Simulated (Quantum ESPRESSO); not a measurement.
## CrBr2: the choice of Hubbard U

How much do the magnetic results of CrBr2 hang on the Hubbard U?

Program: Quantum ESPRESSO 7.5. Level of theory: PBEsol; plane waves with GBRV 1.5 PBEsol potentials, no spin-orbit coupling (settings of the first rung). Results are calculated unless marked as measured.

This is a report of a sequence of runs, with most program output left out.

## Step 1: Starting point

Symmetry: C2/m, No. 12, monoclinic system. Conventional cell: a = 7.489 Å, b = 3.662 Å, c = 6.507 Å, α = 90.00°, β = 96.41°, γ = 90.00°. Nearest to Cr lie 6 Br at 2.55 to 3.20 Å. Br has 3 Cr at 2.55 to 3.20 Å nearest. Farther neighbours and most contacts between anions are not listed.

The cell comes from Materials Project 2023-11-01, a database of computed structures, and need not be the stable phase.

## Step 2: Rung 1, start ferro +

Contents of pw.in:

```
&CONTROL
  calculation = 'scf'
  prefix = 'pwscf'
  outdir = './tmp'
  pseudo_dir = './pseudo'
  disk_io = 'nowf'
  tprnfor = .true.
  tstress = .true.
/
&SYSTEM
  ibrav = 0
  nat = 3
  ntyp = 2
  ecutwfc = 40
  ecutrho = 280
  nbnd = 23
  occupations = 'smearing'
  smearing = 'fd'
  degauss = 0.00367493
  nspin = 2
  starting_magnetization(1) = 0.2143
  starting_magnetization(2) = 0
/
&ELECTRONS
  conv_thr = 6d-09
  electron_maxstep = 150
  mixing_beta = 0.3
/
ATOMIC_SPECIES
Cr     51.9961 cr_pbesol_v1.5.uspp.F.UPF
Br     79.9040 br_pbesol_v1.4.uspp.F.UPF
CELL_PARAMETERS bohr
   7.0763988374   -3.4601924691    0.0000000000
   7.0763988374    3.4601924691    0.0000000000
  -1.3735417645    0.0000000000   12.2188670766
ATOMIC_POSITIONS crystal
Cr      0.0000000000    0.0000000000    0.0000000000
Br      0.6457740000    0.6457740000    0.2332280000
Br      0.3542260000    0.3542260000    0.7667720000
K_POINTS automatic
6 6 6 0 0 0
```

The run is started by

```
$ OMP_NUM_THREADS=1 mpirun -n 4 pw.x -nk 4 -in pw.in > pw.out
```

The job ended after 45 s (4 MPI ranks of Arm Neoverse V2, shared host; peak memory 0.58 GiB; 3 min of CPU time).

Spin moment in the atom's sphere by atom:

| atom | spin moment in the atom's sphere (μB) |
| --- | --- |
| Cr1 | 3.51 |
| Br2 | -0.02 |
| Br3 | -0.02 |

This step gave:

| Item | Value |
| --- | --- |
| magnetization | 4 μB |
| final state | ferromagnetic |

## Step 3: Rung 1, start antiferro q=(0,1/2,0) +-

The wavevector q is in fractions of the reciprocal vectors of the crystal's primitive cell, as the cells of these inputs are built from it; moments change sign between cells as cos(2π q·R).

Contents of pw.in:

```
&CONTROL
  calculation = 'scf'
  prefix = 'pwscf'
  outdir = './tmp'
  pseudo_dir = './pseudo'
  disk_io = 'nowf'
  tprnfor = .true.
  tstress = .true.
/
&SYSTEM
  ibrav = 0
  nat = 6
  ntyp = 3
  ecutwfc = 40
  ecutrho = 280
  nbnd = 38
  occupations = 'smearing'
  smearing = 'fd'
  degauss = 0.00367493
  nspin = 2
  starting_magnetization(1) = 0.2143
  starting_magnetization(2) = -0.2143
  starting_magnetization(3) = 0
/
&ELECTRONS
  conv_thr = 1.2d-08
  electron_maxstep = 150
  mixing_beta = 0.3
/
ATOMIC_SPECIES
Cr1    51.9961 cr_pbesol_v1.5.uspp.F.UPF
Cr2    51.9961 cr_pbesol_v1.5.uspp.F.UPF
Br     79.9040 br_pbesol_v1.4.uspp.F.UPF
CELL_PARAMETERS bohr
   7.0763988374   -3.4601924691    0.0000000000
  14.1527976748    6.9203849383    0.0000000000
  -1.3735417645    0.0000000000   12.2188670766
ATOMIC_POSITIONS crystal
Cr1     0.0000000000    0.0000000000    0.0000000000
Cr2     0.0000000000    0.5000000000    0.0000000000
Br      0.6457740000    0.3228870000    0.2332280000
Br      0.6457740000    0.8228870000    0.2332280000
Br      0.3542260000    0.1771130000    0.7667720000
Br      0.3542260000    0.6771130000    0.7667720000
K_POINTS automatic
6 3 6 0 0 0
```

It took 3.1 min on 4 MPI ranks; peak memory 1.1 GiB.

Spin moment in the atom's sphere by atom:

| atom | spin moment in the atom's sphere (μB) |
| --- | --- |
| Cr1 | 3.48 |
| Cr2 | -3.48 |
| Br3 | -0.01 |
| Br4 | 0.01 |
| Br5 | 0.01 |
| Br6 | -0.01 |

This step gave:

- magnetization: 0 μB
- final state: antiferromagnetic

## Step 4: Rung 2, start ferro +

Contents of pw.in:

```
&CONTROL
  calculation = 'scf'
  prefix = 'pwscf'
  outdir = './tmp'
  pseudo_dir = './pseudo'
  disk_io = 'nowf'
  tprnfor = .true.
  tstress = .true.
/
&SYSTEM
  ibrav = 0
  nat = 3
  ntyp = 2
  ecutwfc = 40
  ecutrho = 280
  nbnd = 23
  occupations = 'smearing'
  smearing = 'fd'
  degauss = 0.00367493
  nspin = 2
  starting_magnetization(1) = 0.2143
  starting_magnetization(2) = 0
/
&ELECTRONS
  conv_thr = 6d-09
  electron_maxstep = 150
  mixing_beta = 0.3
/
ATOMIC_SPECIES
Cr     51.9961 cr_pbesol_v1.5.uspp.F.UPF
Br     79.9040 br_pbesol_v1.4.uspp.F.UPF
CELL_PARAMETERS bohr
   7.0763988374   -3.4601924691    0.0000000000
   7.0763988374    3.4601924691    0.0000000000
  -1.3735417645    0.0000000000   12.2188670766
ATOMIC_POSITIONS crystal
Cr      0.0000000000    0.0000000000    0.0000000000
Br      0.6457740000    0.6457740000    0.2332280000
Br      0.3542260000    0.3542260000    0.7667720000
K_POINTS automatic
6 6 6 0 0 0
HUBBARD {ortho-atomic}
U Cr-3d 1.5000
```

The job ended after 53 s (4 MPI ranks; peak memory 0.61 GiB).

This step gave:

```yaml
magnetization: 4 μB
final_state: ferromagnetic
largest_moment: 3.557 μB
```

## Step 5: Rung 2, start antiferro q=(0,1/2,0) +-

Contents of pw.in:

```
&CONTROL
  calculation = 'scf'
  prefix = 'pwscf'
  outdir = './tmp'
  pseudo_dir = './pseudo'
  disk_io = 'nowf'
  tprnfor = .true.
  tstress = .true.
/
&SYSTEM
  ibrav = 0
  nat = 6
  ntyp = 3
  ecutwfc = 40
  ecutrho = 280
  nbnd = 38
  occupations = 'smearing'
  smearing = 'fd'
  degauss = 0.00367493
  nspin = 2
  starting_magnetization(1) = 0.2143
  starting_magnetization(2) = -0.2143
  starting_magnetization(3) = 0
/
&ELECTRONS
  conv_thr = 1.2d-08
  electron_maxstep = 150
  mixing_beta = 0.3
/
ATOMIC_SPECIES
Cr1    51.9961 cr_pbesol_v1.5.uspp.F.UPF
Cr2    51.9961 cr_pbesol_v1.5.uspp.F.UPF
Br     79.9040 br_pbesol_v1.4.uspp.F.UPF
CELL_PARAMETERS bohr
   7.0763988374   -3.4601924691    0.0000000000
  14.1527976748    6.9203849383    0.0000000000
  -1.3735417645    0.0000000000   12.2188670766
ATOMIC_POSITIONS crystal
Cr1     0.0000000000    0.0000000000    0.0000000000
Cr2     0.0000000000    0.5000000000    0.0000000000
Br      0.6457740000    0.3228870000    0.2332280000
Br      0.6457740000    0.8228870000    0.2332280000
Br      0.3542260000    0.1771130000    0.7667720000
Br      0.3542260000    0.6771130000    0.7667720000
K_POINTS automatic
6 3 6 0 0 0
HUBBARD {ortho-atomic}
U Cr1-3d 1.5000
U Cr2-3d 1.5000
```

Run time: 3.4 min. Hardware: 4 MPI ranks; peak memory 1.2 GiB; 13 min of CPU time.

This step gave:

| Item | Value |
| --- | --- |
| magnetization | 0 μB |
| final state | antiferromagnetic |
| largest moment | 3.537 μB |

## Step 6: Rung 3, start ferro +

Contents of pw.in:

```
&CONTROL
  calculation = 'scf'
  prefix = 'pwscf'
  outdir = './tmp'
  pseudo_dir = './pseudo'
  disk_io = 'nowf'
  tprnfor = .true.
  tstress = .true.
/
&SYSTEM
  ibrav = 0
  nat = 3
  ntyp = 2
  ecutwfc = 40
  ecutrho = 280
  nbnd = 23
  occupations = 'smearing'
  smearing = 'fd'
  degauss = 0.00367493
  nspin = 2
  starting_magnetization(1) = 0.2143
  starting_magnetization(2) = 0
/
&ELECTRONS
  conv_thr = 6d-09
  electron_maxstep = 150
  mixing_beta = 0.3
/
ATOMIC_SPECIES
Cr     51.9961 cr_pbesol_v1.5.uspp.F.UPF
Br     79.9040 br_pbesol_v1.4.uspp.F.UPF
CELL_PARAMETERS bohr
   7.0763988374   -3.4601924691    0.0000000000
   7.0763988374    3.4601924691    0.0000000000
  -1.3735417645    0.0000000000   12.2188670766
ATOMIC_POSITIONS crystal
Cr      0.0000000000    0.0000000000    0.0000000000
Br      0.6457740000    0.6457740000    0.2332280000
Br      0.3542260000    0.3542260000    0.7667720000
K_POINTS automatic
6 6 6 0 0 0
HUBBARD {ortho-atomic}
U Cr-3d 3.0000
```

Elapsed: 54 s, on 4 MPI ranks; peak memory 0.61 GiB; 3.6 min of CPU time.

This step gave:

- magnetization: 4 μB
- final state: ferromagnetic
- largest moment: 3.592 μB

## Step 7: Rung 3, start antiferro q=(0,1/2,0) +-

Contents of pw.in:

```
&CONTROL
  calculation = 'scf'
  prefix = 'pwscf'
  outdir = './tmp'
  pseudo_dir = './pseudo'
  disk_io = 'nowf'
  tprnfor = .true.
  tstress = .true.
/
&SYSTEM
  ibrav = 0
  nat = 6
  ntyp = 3
  ecutwfc = 40
  ecutrho = 280
  nbnd = 38
  occupations = 'smearing'
  smearing = 'fd'
  degauss = 0.00367493
  nspin = 2
  starting_magnetization(1) = 0.2143
  starting_magnetization(2) = -0.2143
  starting_magnetization(3) = 0
/
&ELECTRONS
  conv_thr = 1.2d-08
  electron_maxstep = 150
  mixing_beta = 0.3
/
ATOMIC_SPECIES
Cr1    51.9961 cr_pbesol_v1.5.uspp.F.UPF
Cr2    51.9961 cr_pbesol_v1.5.uspp.F.UPF
Br     79.9040 br_pbesol_v1.4.uspp.F.UPF
CELL_PARAMETERS bohr
   7.0763988374   -3.4601924691    0.0000000000
  14.1527976748    6.9203849383    0.0000000000
  -1.3735417645    0.0000000000   12.2188670766
ATOMIC_POSITIONS crystal
Cr1     0.0000000000    0.0000000000    0.0000000000
Cr2     0.0000000000    0.5000000000    0.0000000000
Br      0.6457740000    0.3228870000    0.2332280000
Br      0.6457740000    0.8228870000    0.2332280000
Br      0.3542260000    0.1771130000    0.7667720000
Br      0.3542260000    0.6771130000    0.7667720000
K_POINTS automatic
6 3 6 0 0 0
HUBBARD {ortho-atomic}
U Cr1-3d 3.0000
U Cr2-3d 3.0000
```

It took 3.3 min on 4 MPI ranks; peak memory 1.2 GiB; 13 min of CPU time.

Numbers from this step:

| Property | Result |
| --- | --- |
| magnetization | 0 μB |
| final state | antiferromagnetic |
| largest moment | 3.578 μB |

## Step 8: Rung 4, start ferro +

Contents of pw.in:

```
&CONTROL
  calculation = 'scf'
  prefix = 'pwscf'
  outdir = './tmp'
  pseudo_dir = './pseudo'
  disk_io = 'nowf'
  tprnfor = .true.
  tstress = .true.
/
&SYSTEM
  ibrav = 0
  nat = 3
  ntyp = 2
  ecutwfc = 40
  ecutrho = 280
  nbnd = 23
  occupations = 'smearing'
  smearing = 'fd'
  degauss = 0.00367493
  nspin = 2
  starting_magnetization(1) = 0.2143
  starting_magnetization(2) = 0
/
&ELECTRONS
  conv_thr = 6d-09
  electron_maxstep = 150
  mixing_beta = 0.3
/
ATOMIC_SPECIES
Cr     51.9961 cr_pbesol_v1.5.uspp.F.UPF
Br     79.9040 br_pbesol_v1.4.uspp.F.UPF
CELL_PARAMETERS bohr
   7.0763988374   -3.4601924691    0.0000000000
   7.0763988374    3.4601924691    0.0000000000
  -1.3735417645    0.0000000000   12.2188670766
ATOMIC_POSITIONS crystal
Cr      0.0000000000    0.0000000000    0.0000000000
Br      0.6457740000    0.6457740000    0.2332280000
Br      0.3542260000    0.3542260000    0.7667720000
K_POINTS automatic
6 6 6 0 0 0
HUBBARD {ortho-atomic}
U Cr-3d 4.5000
```

The job ended after 59 s (4 MPI ranks; peak memory 0.61 GiB).

This step gave:

```
magnetization  : 4 μB
final state    : ferromagnetic
largest moment : 3.616 μB
```

## Step 9: Rung 4, start antiferro q=(0,1/2,0) +-

Contents of pw.in:

```
&CONTROL
  calculation = 'scf'
  prefix = 'pwscf'
  outdir = './tmp'
  pseudo_dir = './pseudo'
  disk_io = 'nowf'
  tprnfor = .true.
  tstress = .true.
/
&SYSTEM
  ibrav = 0
  nat = 6
  ntyp = 3
  ecutwfc = 40
  ecutrho = 280
  nbnd = 38
  occupations = 'smearing'
  smearing = 'fd'
  degauss = 0.00367493
  nspin = 2
  starting_magnetization(1) = 0.2143
  starting_magnetization(2) = -0.2143
  starting_magnetization(3) = 0
/
&ELECTRONS
  conv_thr = 1.2d-08
  electron_maxstep = 150
  mixing_beta = 0.3
/
ATOMIC_SPECIES
Cr1    51.9961 cr_pbesol_v1.5.uspp.F.UPF
Cr2    51.9961 cr_pbesol_v1.5.uspp.F.UPF
Br     79.9040 br_pbesol_v1.4.uspp.F.UPF
CELL_PARAMETERS bohr
   7.0763988374   -3.4601924691    0.0000000000
  14.1527976748    6.9203849383    0.0000000000
  -1.3735417645    0.0000000000   12.2188670766
ATOMIC_POSITIONS crystal
Cr1     0.0000000000    0.0000000000    0.0000000000
Cr2     0.0000000000    0.5000000000    0.0000000000
Br      0.6457740000    0.3228870000    0.2332280000
Br      0.6457740000    0.8228870000    0.2332280000
Br      0.3542260000    0.1771130000    0.7667720000
Br      0.3542260000    0.6771130000    0.7667720000
K_POINTS automatic
6 3 6 0 0 0
HUBBARD {ortho-atomic}
U Cr1-3d 4.5000
U Cr2-3d 4.5000
```

The job ended after 3.8 min (4 MPI ranks; peak memory 1.2 GiB; 15 min of CPU time).

This step gave:

- magnetization: 0 μB
- final state: antiferromagnetic
- largest moment: 3.605 μB

## Step 10: Rung 5, start ferro +

Contents of pw.in:

```
&CONTROL
  calculation = 'scf'
  prefix = 'pwscf'
  outdir = './tmp'
  pseudo_dir = './pseudo'
  disk_io = 'nowf'
  tprnfor = .true.
  tstress = .true.
/
&SYSTEM
  ibrav = 0
  nat = 3
  ntyp = 2
  ecutwfc = 40
  ecutrho = 280
  nbnd = 23
  occupations = 'smearing'
  smearing = 'fd'
  degauss = 0.00367493
  nspin = 2
  starting_magnetization(1) = 0.2143
  starting_magnetization(2) = 0
/
&ELECTRONS
  conv_thr = 6d-09
  electron_maxstep = 150
  mixing_beta = 0.3
/
ATOMIC_SPECIES
Cr     51.9961 cr_pbesol_v1.5.uspp.F.UPF
Br     79.9040 br_pbesol_v1.4.uspp.F.UPF
CELL_PARAMETERS bohr
   7.0763988374   -3.4601924691    0.0000000000
   7.0763988374    3.4601924691    0.0000000000
  -1.3735417645    0.0000000000   12.2188670766
ATOMIC_POSITIONS crystal
Cr      0.0000000000    0.0000000000    0.0000000000
Br      0.6457740000    0.6457740000    0.2332280000
Br      0.3542260000    0.3542260000    0.7667720000
K_POINTS automatic
6 6 6 0 0 0
HUBBARD {ortho-atomic}
U Cr-3d 6.0000
```

The job ended after 61 s (4 MPI ranks; peak memory 0.61 GiB; 4 min of CPU time).

This step gave:

```
magnetization  : 4 μB
final state    : ferromagnetic
largest moment : 3.631 μB
```

## Step 11: Rung 5, start antiferro q=(0,1/2,0) +-

Contents of pw.in:

```
&CONTROL
  calculation = 'scf'
  prefix = 'pwscf'
  outdir = './tmp'
  pseudo_dir = './pseudo'
  disk_io = 'nowf'
  tprnfor = .true.
  tstress = .true.
/
&SYSTEM
  ibrav = 0
  nat = 6
  ntyp = 3
  ecutwfc = 40
  ecutrho = 280
  nbnd = 38
  occupations = 'smearing'
  smearing = 'fd'
  degauss = 0.00367493
  nspin = 2
  starting_magnetization(1) = 0.2143
  starting_magnetization(2) = -0.2143
  starting_magnetization(3) = 0
/
&ELECTRONS
  conv_thr = 1.2d-08
  electron_maxstep = 150
  mixing_beta = 0.3
/
ATOMIC_SPECIES
Cr1    51.9961 cr_pbesol_v1.5.uspp.F.UPF
Cr2    51.9961 cr_pbesol_v1.5.uspp.F.UPF
Br     79.9040 br_pbesol_v1.4.uspp.F.UPF
CELL_PARAMETERS bohr
   7.0763988374   -3.4601924691    0.0000000000
  14.1527976748    6.9203849383    0.0000000000
  -1.3735417645    0.0000000000   12.2188670766
ATOMIC_POSITIONS crystal
Cr1     0.0000000000    0.0000000000    0.0000000000
Cr2     0.0000000000    0.5000000000    0.0000000000
Br      0.6457740000    0.3228870000    0.2332280000
Br      0.6457740000    0.8228870000    0.2332280000
Br      0.3542260000    0.1771130000    0.7667720000
Br      0.3542260000    0.6771130000    0.7667720000
K_POINTS automatic
6 3 6 0 0 0
HUBBARD {ortho-atomic}
U Cr1-3d 6.0000
U Cr2-3d 6.0000
```

Wall time 3.8 min (4 MPI ranks); peak memory 1.2 GiB.

This step gave:

| Quantity | Value |
| --- | --- |
| magnetization | 0 μB |
| final state | antiferromagnetic |
| largest moment | 3.622 μB |

## Step 12: Rung 6, start ferro +

Contents of pw.in:

```
&CONTROL
  calculation = 'scf'
  prefix = 'pwscf'
  outdir = './tmp'
  pseudo_dir = './pseudo'
  disk_io = 'nowf'
  tprnfor = .true.
  tstress = .true.
/
&SYSTEM
  ibrav = 0
  nat = 3
  ntyp = 2
  ecutwfc = 40
  ecutrho = 280
  nbnd = 23
  occupations = 'smearing'
  smearing = 'fd'
  degauss = 0.00367493
  nspin = 2
  starting_magnetization(1) = 0.2143
  starting_magnetization(2) = 0
/
&ELECTRONS
  conv_thr = 6d-09
  electron_maxstep = 150
  mixing_beta = 0.3
/
ATOMIC_SPECIES
Cr     51.9961 cr_pbesol_v1.5.uspp.F.UPF
Br     79.9040 br_pbesol_v1.4.uspp.F.UPF
CELL_PARAMETERS bohr
   7.0763988374   -3.4601924691    0.0000000000
   7.0763988374    3.4601924691    0.0000000000
  -1.3735417645    0.0000000000   12.2188670766
ATOMIC_POSITIONS crystal
Cr      0.0000000000    0.0000000000    0.0000000000
Br      0.6457740000    0.6457740000    0.2332280000
Br      0.3542260000    0.3542260000    0.7667720000
K_POINTS automatic
6 6 6 0 0 0
HUBBARD {ortho-atomic}
U Cr-3d 7.5000
```

The job ended after 62 s (4 MPI ranks; peak memory 0.61 GiB).

This step gave:

```
magnetization  : 4 μB
final state    : ferromagnetic
largest moment : 3.638 μB
```

## Step 13: Rung 6, start antiferro q=(0,1/2,0) +-

Contents of pw.in:

```
&CONTROL
  calculation = 'scf'
  prefix = 'pwscf'
  outdir = './tmp'
  pseudo_dir = './pseudo'
  disk_io = 'nowf'
  tprnfor = .true.
  tstress = .true.
/
&SYSTEM
  ibrav = 0
  nat = 6
  ntyp = 3
  ecutwfc = 40
  ecutrho = 280
  nbnd = 38
  occupations = 'smearing'
  smearing = 'fd'
  degauss = 0.00367493
  nspin = 2
  starting_magnetization(1) = 0.2143
  starting_magnetization(2) = -0.2143
  starting_magnetization(3) = 0
/
&ELECTRONS
  conv_thr = 1.2d-08
  electron_maxstep = 150
  mixing_beta = 0.3
/
ATOMIC_SPECIES
Cr1    51.9961 cr_pbesol_v1.5.uspp.F.UPF
Cr2    51.9961 cr_pbesol_v1.5.uspp.F.UPF
Br     79.9040 br_pbesol_v1.4.uspp.F.UPF
CELL_PARAMETERS bohr
   7.0763988374   -3.4601924691    0.0000000000
  14.1527976748    6.9203849383    0.0000000000
  -1.3735417645    0.0000000000   12.2188670766
ATOMIC_POSITIONS crystal
Cr1     0.0000000000    0.0000000000    0.0000000000
Cr2     0.0000000000    0.5000000000    0.0000000000
Br      0.6457740000    0.3228870000    0.2332280000
Br      0.6457740000    0.8228870000    0.2332280000
Br      0.3542260000    0.1771130000    0.7667720000
Br      0.3542260000    0.6771130000    0.7667720000
K_POINTS automatic
6 3 6 0 0 0
HUBBARD {ortho-atomic}
U Cr1-3d 7.5000
U Cr2-3d 7.5000
```

It took 3.9 min on 4 MPI ranks; peak memory 1.2 GiB; 16 min of CPU time.

This step gave:

* magnetization: 0 μB
* final state: antiferromagnetic
* largest moment: 3.631 μB

## Step 14: A faulty input

As a test, an input with a fault in it is run.

Contents of pw.in:

```
&CONTROL
  calculation = 'scf'
  prefix = 'pwscf'
  outdir = './tmp'
  pseudo_dir = './pseudo'
  disk_io = 'nowf'
  tprnfor = .true.
  tstress = .true.
/
&SYSTEM
  ibrav = 0
  nat = 3
  ntyp = 2
  ecutwfc = 40
  ecutrho = 280
  nbnd = 23
  occupations = 'smearing'
  smearing = 'fd'
  degaus = 0.00367493
  nspin = 2
  starting_magnetization(1) = 0.2143
  starting_magnetization(2) = 0
/
&ELECTRONS
  conv_thr = 6d-09
  electron_maxstep = 60
  mixing_beta = 0.3
/
ATOMIC_SPECIES
Cr     51.9961 cr_pbesol_v1.5.uspp.F.UPF
Br     79.9040 br_pbesol_v1.4.uspp.F.UPF
CELL_PARAMETERS angstrom
   3.7446690000   -1.8310550000    0.0000000000
   3.7446690000    1.8310550000    0.0000000000
  -0.7268470000    0.0000000000    6.4659460000
ATOMIC_POSITIONS crystal
Cr      0.0000000000    0.0000000000    0.0000000000
Br      0.6457740000    0.6457740000    0.2332280000
Br      0.3542260000    0.3542260000    0.7667720000
K_POINTS automatic
6 6 6 0 0 0
HUBBARD {ortho-atomic}
U Cr-3d 3.5000
```

Wall time 0.57 s (4 MPI ranks); peak memory 0.05 GiB.

The program refused the input before any cycle.

The program's message: “read_namelists (1): bad line in namelist &system: " degaus = 0.00367493" (error could be in the previous line)”

A key was misspelt on purpose.

## Step 15: The rungs together

Ladder, by row:

| rung | U | state from the first start | state from the second start | second less first (meV a seeded atom) | moment, first (μB) | moment, second (μB) | CPU time (s) |
| --- | --- | --- | --- | --- | --- | --- | --- |
| 1 | none | ferromagnetic | antiferromagnetic | -23.38 | 3.51 | 3.475 | 935.7 |
| 2 | Cr d U 1.5 Dudarev ortho-atomic | ferromagnetic | antiferromagnetic | -10.03 | 3.557 | 3.537 | 1018 |
| 3 | Cr d U 3.0 Dudarev ortho-atomic | ferromagnetic | antiferromagnetic | -3.283 | 3.592 | 3.578 | 1000 |
| 4 | Cr d U 4.5 Dudarev ortho-atomic | ferromagnetic | antiferromagnetic | 0.4968 | 3.616 | 3.605 | 1142 |
| 5 | Cr d U 6.0 Dudarev ortho-atomic | ferromagnetic | antiferromagnetic | 2.713 | 3.631 | 3.622 | 1159 |
| 6 | Cr d U 7.5 Dudarev ortho-atomic | ferromagnetic | antiferromagnetic | 4.009 | 3.638 | 3.631 | 1190 |

## Step 16: Summary of results

```yaml
range_of_the_largest_moment_first_start: 3.51 to 3.64 μB; second start 3.48 to 3.63 μB
range_of_cpu_time: 16 min to 20 min
range_of_the_energy_difference: -23.4 to 4.01 meV a seeded atom
```

In words: In the first start the moment grows with U. The sign of the difference changes along the ladder, so the order that comes out lowest hangs on the rung.

[Logs and program files are shortened in this print: banners, set-up blocks, solver, clock and traceback lines can be left out without a mark of their own.]

[Logs are printed without paths, hosts, clocks, repeated set-up lines and the standing remarks that a program may print on its own settings, such as how far it seeks lower states.]

[Hosts, paths, dates, database ids (printed as entryN), source tags and the programs' standing remarks are cut or masked in the printed files.]

[Where a cell is said to come from a database of computed structures, the database is the Materials Project.]
